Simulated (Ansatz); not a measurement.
**KTaTe3 (built on the sites of a database entry of KTaO3): phonons and vibrational spectra**

Aim: the vibrations of KTaTe3 (built on the sites of a database entry of KTaO3), their spectra, and whether the structure is stable.

Method: DFT PBEsol, scalar-relativistic, plane waves, PAW, in Ansatz 0.2.0.

The structure was built from a prototype and need not be the compound's stable phase.

### 1. The starting structure

It takes space group Pm-3m (No. 221, cubic). The conventional cell has a = 4.441 Å, b = 4.441 Å, c = 4.441 Å, α = 90.00°, β = 90.00°, γ = 90.00°. Nearest to K lie 12 Te at 3.14 Å. Nearest to Ta lie 6 Te at 2.22 Å. Nearest to Te lie 2 Ta at 2.22 Å and 8 Te at 3.14 Å and 4 K at 3.14 Å. Farther neighbours and most contacts between anions are not listed.

### 2. Coarse relaxation

The start is far from rest, so a relaxation with loose tolerances brings it close first.

input.yaml

```yaml
crystal:
  lattice:
    - [4.44098, 0.0, 0.0]
    - [0.0, 4.44098, 0.0]
    - [0.0, 0.0, 4.44098]
  atoms:
    - { symbol: K, position: [0.5, 0.5, 0.5] }
    - { symbol: Ta, position: [0.0, 0.0, 0.0] }
    - { symbol: Te, position: [0.5, 0.0, 0.0] }
    - { symbol: Te, position: [0.0, 0.5, 0.0] }
    - { symbol: Te, position: [0.0, 0.0, 0.5] }
kpoints:
  mp_grid: { grid: [4, 4, 4] }
hamiltonian:
  xc: pbesol
scf:
  occupations: { method: gaussian, width: 0.1 }
output:
  forces: true
  stress: true
  eigenvalues: true
relax:
  adjacent_minimum: "off"
  f_tol: 0.05
  max_steps: 80
  cell: { stress_tol: 0.5 }
```

Started as:

```console
> ansatz run input.yaml --threads 8 --pin off --max-ram 14336MiB --backend cpu --events-out ev --progress --plain --runs-dir out
```

Numbers of over 12 decimals in the logs are rounded to 6 here.

What it wrote:

```text
The last accepted step is kept in <dir> (removed where the run ends without a failure and the disk answers)
Engine: ansatz 0.2.0, aarch64-unknown-linux-gnu
Pseudopotentials: kind: paw
Pseudopotential: K, paw, valence charge 9, recommended cutoff 420 eV (normal), K.paw.azcp
Pseudopotential: Ta, paw, valence charge 13, recommended cutoff 420 eV (normal), Ta.paw.azcp
[...]
F+E_penalty+E_count = -32028.66574926 eV   max|allowed force component| = 5.128e-30 eV/Å   (the final SCF, on the basis selected at the relaxed cell)
  cell:  # Å, volume = 161.1354 Å³
    - [5.441646, 0, 0]
    - [0, 5.441646, 0]
    - [0, 0, 5.441646]
  atoms:
    - { symbol: K, position: [0.5, 0.5, 0.5] }
    - { symbol: Ta, position: [0, 0, 0] }
    - { symbol: Te, position: [0.5, 0, 0] }
    - { symbol: Te, position: [0, 0.5, 0] }
    - { symbol: Te, position: [0, 0, 0.5] }
[key lines of the parts left out:]
SCF converged after 5 iterations
Free energy (F): -32028.665749 eV
Fermi energy:    8.468998 eV
P = ⅓ Tr σ = 0.0476 GPa (0.476 kbar)
```

Elapsed: 6.2 s, on 8 threads of Arm Neoverse V1, shared host; peak memory 0.65 GiB.

Step by step:

```tsv
step	energy less that of the first step (eV)	largest force component (eV/Å)	pressure (GPa)	volume (Å³)
1	0.0000	0.0000	121.07	87.59
2	-7.8445	0.0000	70.50	101.03
3	-12.6700	0.0000	37.53	115.78
4	-15.3054	0.0000	16.54	131.91
5	-16.2338	0.0000	2.73	148.12
6	-16.2656	0.0000	0.15	151.81
7*	-16.5989	0.0000	3.85	151.81
8	-16.6899	0.0000	1.38	157.52
9	-16.7051	0.0000	0.05	161.14
10*	-16.7066	0.0000	0.05	161.14
```

Relaxation steps marked * repeat the geometry before them on a plane-wave basis chosen anew for their cell, so energy and pressure can jump there.

Forces are held to the 48 operations that the run works with; a distortion that breaks them can't arise in this run.

```tsv
cell as run	before	after	change
a (Å)	4.441	5.442	+22.5 %
b (Å)	4.441	5.442	+22.5 %
c (Å)	4.441	5.442	+22.5 %
volume (Å³/atom)	17.52	32.23	+84.0 %
```

The relaxed structure:

```xyz
5
Lattice="5.4416 0.0000 0.0000 0.0000 5.4416 0.0000 0.0000 0.0000 5.4416" Properties=species:S:1:pos:R:3 pbc="T T T"
K     2.7208    2.7208    2.7208
Ta    0.0000    0.0000    0.0000
Te    2.7208    0.0000    0.0000
Te    0.0000    2.7208    0.0000
Te    0.0000    0.0000    2.7208
```

This step gave:

```
pressure          : 0.04765 GPa
volume per atom   : 32.23 Å³
gap on the k-mesh : 0 eV
```

In this step the volume went from 17.52 to 32.23 Å³/atom.

### 3. Bringing the structure to rest

The cell and atoms are relaxed, since residual forces and stress would shift the frequencies.

input.yaml, the sections that differ from step 2:

```yaml
crystal:
  lattice:
    - [5.4416463819, 0.0, 0.0]
    - [0.0, 5.4416463819, 0.0]
    - [0.0, 0.0, 5.4416463819]
  atoms:
    - { symbol: K, position: [0.5, 0.5, 0.5] }
    - { symbol: Ta, position: [0.0, 0.0, 0.0] }
    - { symbol: Te, position: [0.5, 0.0, 0.0] }
    - { symbol: Te, position: [0.0, 0.5, 0.0] }
    - { symbol: Te, position: [0.0, 0.0, 0.5] }
kpoints:
  mp_grid: { grid: [8, 8, 8] }
relax:
  adjacent_minimum: "off"
  f_tol: 0.005
  max_steps: 80
  cell: { stress_tol: 0.05 }
# hamiltonian, scf, output: as in step 2
```

What it wrote:

```text
[...]
Crystal: 5 atoms, lattice volume = 161.135 Å³
Basis set: ecut = 420 eV, 3119 PW (Γ), exchange–correlation on 80×80×80 points (8 copies of the dense FFT grid, shifted against one another)
Bands: 42, of which v1, the nominal top of the filled ones, is band 35 counted from 1 (34 counted from 0)
Symmetry: 48 space group operations
[...]
k-points: 35 of 512
[...]
--- Relaxed structure (3 steps of the walk, 3 accepted, 1 SCFs on fresh bases) ---
[...]
cell:  # Å, volume = 161.6836 Å³
    - [5.447811, 0, 0]
    - [0, 5.447811, 0]
    - [0, 0, 5.447811]
  atoms:
    - { symbol: K, position: [0.5, 0.5, 0.5] }
    - { symbol: Ta, position: [0, 0, 0] }
    - { symbol: Te, position: [0.5, 0, 0] }
    - { symbol: Te, position: [0, 0.5, 0] }
    - { symbol: Te, position: [0, 0, 0.5] }
[key lines of the parts left out:]
SCF converged after 5 iterations
Free energy (F): -32028.557530 eV
Fermi energy:    8.394751 eV
P = ⅓ Tr σ = -0.0003 GPa (-0.003 kbar)
```

Elapsed: 8 s, on 8 threads; peak memory 0.77 GiB.

The steps of the relaxation:

```tsv
step	energy less that of the first step (eV)	largest force component (eV/Å)	pressure (GPa)	volume (Å³)
1	0.0000	0.0000	0.19	161.14
2	-0.0002	0.0000	-0.06	161.87
3	-0.0002	0.0000	0.00	161.68
4*	-0.0003	0.0000	0.00	161.68
```

Relaxation steps marked * repeat the geometry before them on a plane-wave basis chosen anew for their cell, so energy and pressure can jump there.

Forces are held to the 48 operations that the run works with; a distortion that breaks them can't arise in this run.

```tsv
conventional cell, symmetrised	before	after	change
a (Å)	5.442	5.448	+0.1 %
b (Å)	5.442	5.448	+0.1 %
c (Å)	5.442	5.448	+0.1 %
volume (Å³/atom)	32.23	32.34	+0.3 %
```

Final coordinates:

```xyz
5
Lattice="5.4478 0.0000 0.0000 0.0000 5.4478 0.0000 0.0000 0.0000 5.4478" Properties=species:S:1:pos:R:3 pbc="T T T"
K     2.7239    2.7239    2.7239
Ta    0.0000    0.0000    0.0000
Te    2.7239    0.0000    0.0000
Te    0.0000    2.7239    0.0000
Te    0.0000    0.0000    2.7239
```

Numbers from this step:

- pressure: -2.70e-4 GPa
- volume per atom: 32.34 Å³

In this step the volume went from 32.23 to 32.34 Å³/atom.

### 4. Relaxing to small forces for the phonons

Phonons need a cell at rest on their own settings, so the relaxation is repeated with tight tolerances on forces and stress on the k mesh and occupations of the first response run.

input.yaml

```yaml
crystal:
  lattice:
    - [5.4478105987, 0.0, 0.0]
    - [0.0, 5.4478105987, 0.0]
    - [0.0, 0.0, 5.4478105987]
  atoms:
    - { symbol: K, position: [0.5, 0.5, 0.5] }
    - { symbol: Ta, position: [0.0, 0.0, 0.0] }
    - { symbol: Te, position: [0.5, 0.0, 0.0] }
    - { symbol: Te, position: [0.0, 0.5, 0.0] }
    - { symbol: Te, position: [0.0, 0.0, 0.5] }
kpoints:
  mp_grid: { grid: [8, 8, 8] }
hamiltonian:
  xc: pbesol
scf:
  occupations: { method: methfessel_paxton, width: 0.2 }
output:
  forces: true
  stress: true
  eigenvalues: true
relax:
  adjacent_minimum: "off"
  f_tol: 0.001
  max_steps: 60
  cell: { stress_tol: 0.01 }
```

What it wrote:

```text
[...]
Crystal: 5 atoms, lattice volume = 161.684 Å³
Basis set: ecut = 420 eV, 3119 PW (Γ), exchange–correlation on 80×80×80 points (8 copies of the dense FFT grid, shifted against one another)
Bands: 42, of which v1, the nominal top of the filled ones, is band 35 counted from 1 (34 counted from 0)
Symmetry: 48 space group operations
[...]
k-points: 35 of 512
[...]
--- Relaxed structure (1 steps of the walk, 1 accepted, 1 SCFs on fresh bases) ---
[...]
cell:  # Å, volume = 161.6836 Å³
    - [5.4478105987, 0.0, 0.0]
    - [0.0, 5.4478105987, 0.0]
    - [0.0, 0.0, 5.4478105987]
  atoms:
    - { symbol: K, position: [0.500000, 0.500000, 0.500000] }
    - { symbol: Ta, position: [0.0, 0.0, 0.0] }
    - { symbol: Te, position: [0.500000, 0.0, 0.0] }
    - { symbol: Te, position: [0.0, 0.500000, 0.0] }
    - { symbol: Te, position: [0.0, 0.0, 0.500000] }
[key lines of the parts left out:]
SCF converged after 6 iterations
Free energy (F): -32028.554052 eV
Fermi energy:    8.396933 eV
P = ⅓ Tr σ = 0.0052 GPa (0.052 kbar)
```

Run time: 4.7 s. Hardware: 8 threads; peak memory 0.76 GiB; 34 s of CPU time.

Little changed from the start: no atom moved by 0.005 Å and no cell edge by 0.1 %.

Numbers from this step:

```
pressure : 0.005219 GPa
```

The forces vanish by symmetry and the pressure is 0.005 GPa, within the tolerances set. The cell now holds 32.34 Å³/atom.

### 5. Zone-centre response

The zone centre comes first: it holds the modes that light can see, as far as symmetry allows. No field response is asked, since the mesh shows no gap.

Edit input.yaml of step 4 so:

```diff
@@ -18,9 +18,4 @@
 output:
-  forces: true
-  stress: true
   eigenvalues: true
-relax:
-  adjacent_minimum: "off"
-  f_tol: 0.001
-  max_steps: 60
-  cell: { stress_tol: 0.01 }
+phonons:
+  method: dfpt
```

What it wrote:

```text
zone centre: on kpoints.mp_grid the ground state, and the responses unless they are solved on pairs of k-points, stand on 125 of the mesh's 512 k-points, reduced under 8 symmetry operations, with k and −k counted as one. Each operation leaves every solved displacement unchanged or reverses it
[...]
Crystal: 5 atoms, lattice volume = 161.684 Å³
Basis set: ecut = 420 eV, 3119 PW (Γ), exchange–correlation on 80×80×80 points (8 copies of the dense FFT grid, shifted against one another)
Bands: 42, of which v1, the nominal top of the filled ones, is band 35 counted from 1 (34 counted from 0)
Symmetry: 48 space group operations
k-points: 125 of 512 (irreducible under 8 space group operations)
[...]
SCF iter   1: F=—  HF=-32028.555702 eV  |F-HF|=—  |Δ(HF+E_count)|=         —  Δρ=2.36e-3  dr2=7.71e-3  ethr=1.77e-3  ⟨swp⟩=7.1  Hψ=21776  notcnv=0
[...]
SCF iter   9: F=-32028.554052 eV  HF=-32028.554052 eV  |F-HF|=3.64e-12  |Δ(HF+E_count)|=  1.82e-11  S|Δr|=    0.00e0  Δρ=2.79e-8  dr2=1.03e-12  ethr=1.00e-12  ⟨swp⟩=11.6  Hψ=29833  notcnv=0
SCF 1 converged in 9 iterations: F = -32028.554052 eV  dr2 = 1.03e-12
[...]
DFPT response loops at Γ: preconditioner auto → Kerker (q_TF=auto, 2.373 Å⁻¹) (partly filled bands, converged f_vac=0.037); β = 1.00, the filter's whole step (`scf.mixing.beta` (0.50) is not read by the response loops under this deck's `scf.mixing.preconditioner`; to damp them name `kerker` or `kerker_dos`, under which they read `scf.mixing.beta`, and type it under 1.00, their step now; both keys bind the ground state too); Broyden in place of MSR1
SCF converged after 9 iterations
[...]
Free energy (F): -32028.554052 eV
[...]
Internal energy: -32028.527254 eV  (E = F + TS)
E sigma→0 (E₀):  -32028.547353 eV
Entropy (-TS):   -0.026799 eV (-5.360 meV/atom)
Fermi energy:    8.396933 eV
[...]
--- Band table (eV; the first three rows and the last of 125) ---
  k-point 0: bands = [... 31 lower, 7.2235, 7.4611, 7.4611, 7.4611, 8.0994, 8.0994, 8.0994, 9.4094, ... 3 higher]
  k-point 1: bands = [... 31 lower, 7.1140, 7.4479, 7.4676, 7.7075, 7.7075, 8.4275, 8.4275, 9.4274, ... 3 higher]
  k-point 2: bands = [... 31 lower, 6.6035, 6.8813, 7.4834, 7.7508, 7.7508, 9.0857, 9.0857, 9.4577, ... 3 higher]
  k-point 124: bands = [... 31 lower, 4.2909, 8.7980, 8.7980, 8.7980, 9.7393, 9.7393, 9.7393, 10.5618, ... 3 higher]
--- Phonons (Γ-DFPT): 4 representative perturbations + reference, on 125 of 512 k-points (Σ response iterations 14) ---
  k mesh reduced under 8 symmetry operations, with k and −k counted as one. Each operation leaves every solved displacement unchanged or reverses it
  ASR residual: 3.609e-5 → 0.000e0 eV/Å²; symmetrization residual: 2.006e-5 eV/Å²
  ASR residual per site (eV/Å²): 6.79e-6 3.61e-5 1.94e-5 1.94e-5 1.94e-5
  Γ frequencies (cm⁻¹): 0.00 0.00 0.00 13.68 13.68 13.68 32.55 32.55 32.55 63.00 63.00 63.00 181.66 181.66 181.66
  non-analytic LO–TO correction: not included (Born effective charges unavailable; polar crystals: no LO–TO splitting at Γ)
```

It took 70 s on 8 threads; peak memory 3 GiB; 8.8 min of CPU time.

Reading the cycles: dr2 is the Hartree energy of the density residual (eV), the measure of convergence; HF is the Harris–Foulkes estimate of the energy, which meets the free energy F at convergence.

Numbers from this step:

| Item | Value |
| --- | --- |
| sum-rule residual before enforcement | 3.61e-5 eV/Å² |
| point group | m-3m |
| highest optical mode at the zone centre (no LO-TO term) | 181.7 cm⁻¹ |
| lowest optical zone-centre mode | 13.68 cm⁻¹ |

Patterns of degenerate modes are one choice out of their space. The modes at Γ (shares of kinetic energy by element, %):

```tsv
mode	frequency (cm⁻¹)	symmetry	K %	Ta %	Te %
1	0.0	acoustic	6	30	63
2	0.0	acoustic	6	30	63
3	0.0	acoustic	6	30	64
4	13.7	T1u	14	46	39
5	13.7	T1u	14	46	39
6	13.7	T1u	14	46	39
7	32.5	T2u	0	0	100
8	32.5	T2u	0	0	100
9	32.5	T2u	0	0	100
10	63.0	T1u	79	2	19
11	63.0	T1u	79	2	19
12	63.0	T1u	79	2	19
13	181.7	T1u	0	22	78
14	181.7	T1u	0	22	78
15	181.7	T1u	0	22	78
```

Displacements in mode 6 (13.7 cm⁻¹), the largest set to 1:
```
K1  -0.06 -1.00 -0.31
Ta2  0.05  0.84  0.26
Te3  0.02 -0.61 -0.19
Te4 -0.04  0.33 -0.19
Te5 -0.04 -0.61  0.10
```

Displacements in mode 9 (32.5 cm⁻¹), the largest set to 1:
```
K1   0.00  0.00  0.00
Ta2  0.00  0.00  0.00
Te3  0.00  0.65  1.00
Te4  0.86  0.00 -1.00
Te5 -0.86 -0.65  0.00
```

Before it was imposed, the acoustic sum rule was missed by 3.6e-5 eV/Å². Small misses are needed for a sound result but don't prove that mesh and cutoff are converged. The lowest optical mode is real, 13.7 cm⁻¹.

(Continued in part 2 of 2.)

[Logs are printed without paths, hosts, clocks, repeated set-up lines and the standing remarks that a program may print on its own settings, such as how far it seeks lower states.]

[Hosts, paths, dates, database ids (printed as entryN), source tags and the programs' standing remarks are cut or masked in the printed files.]
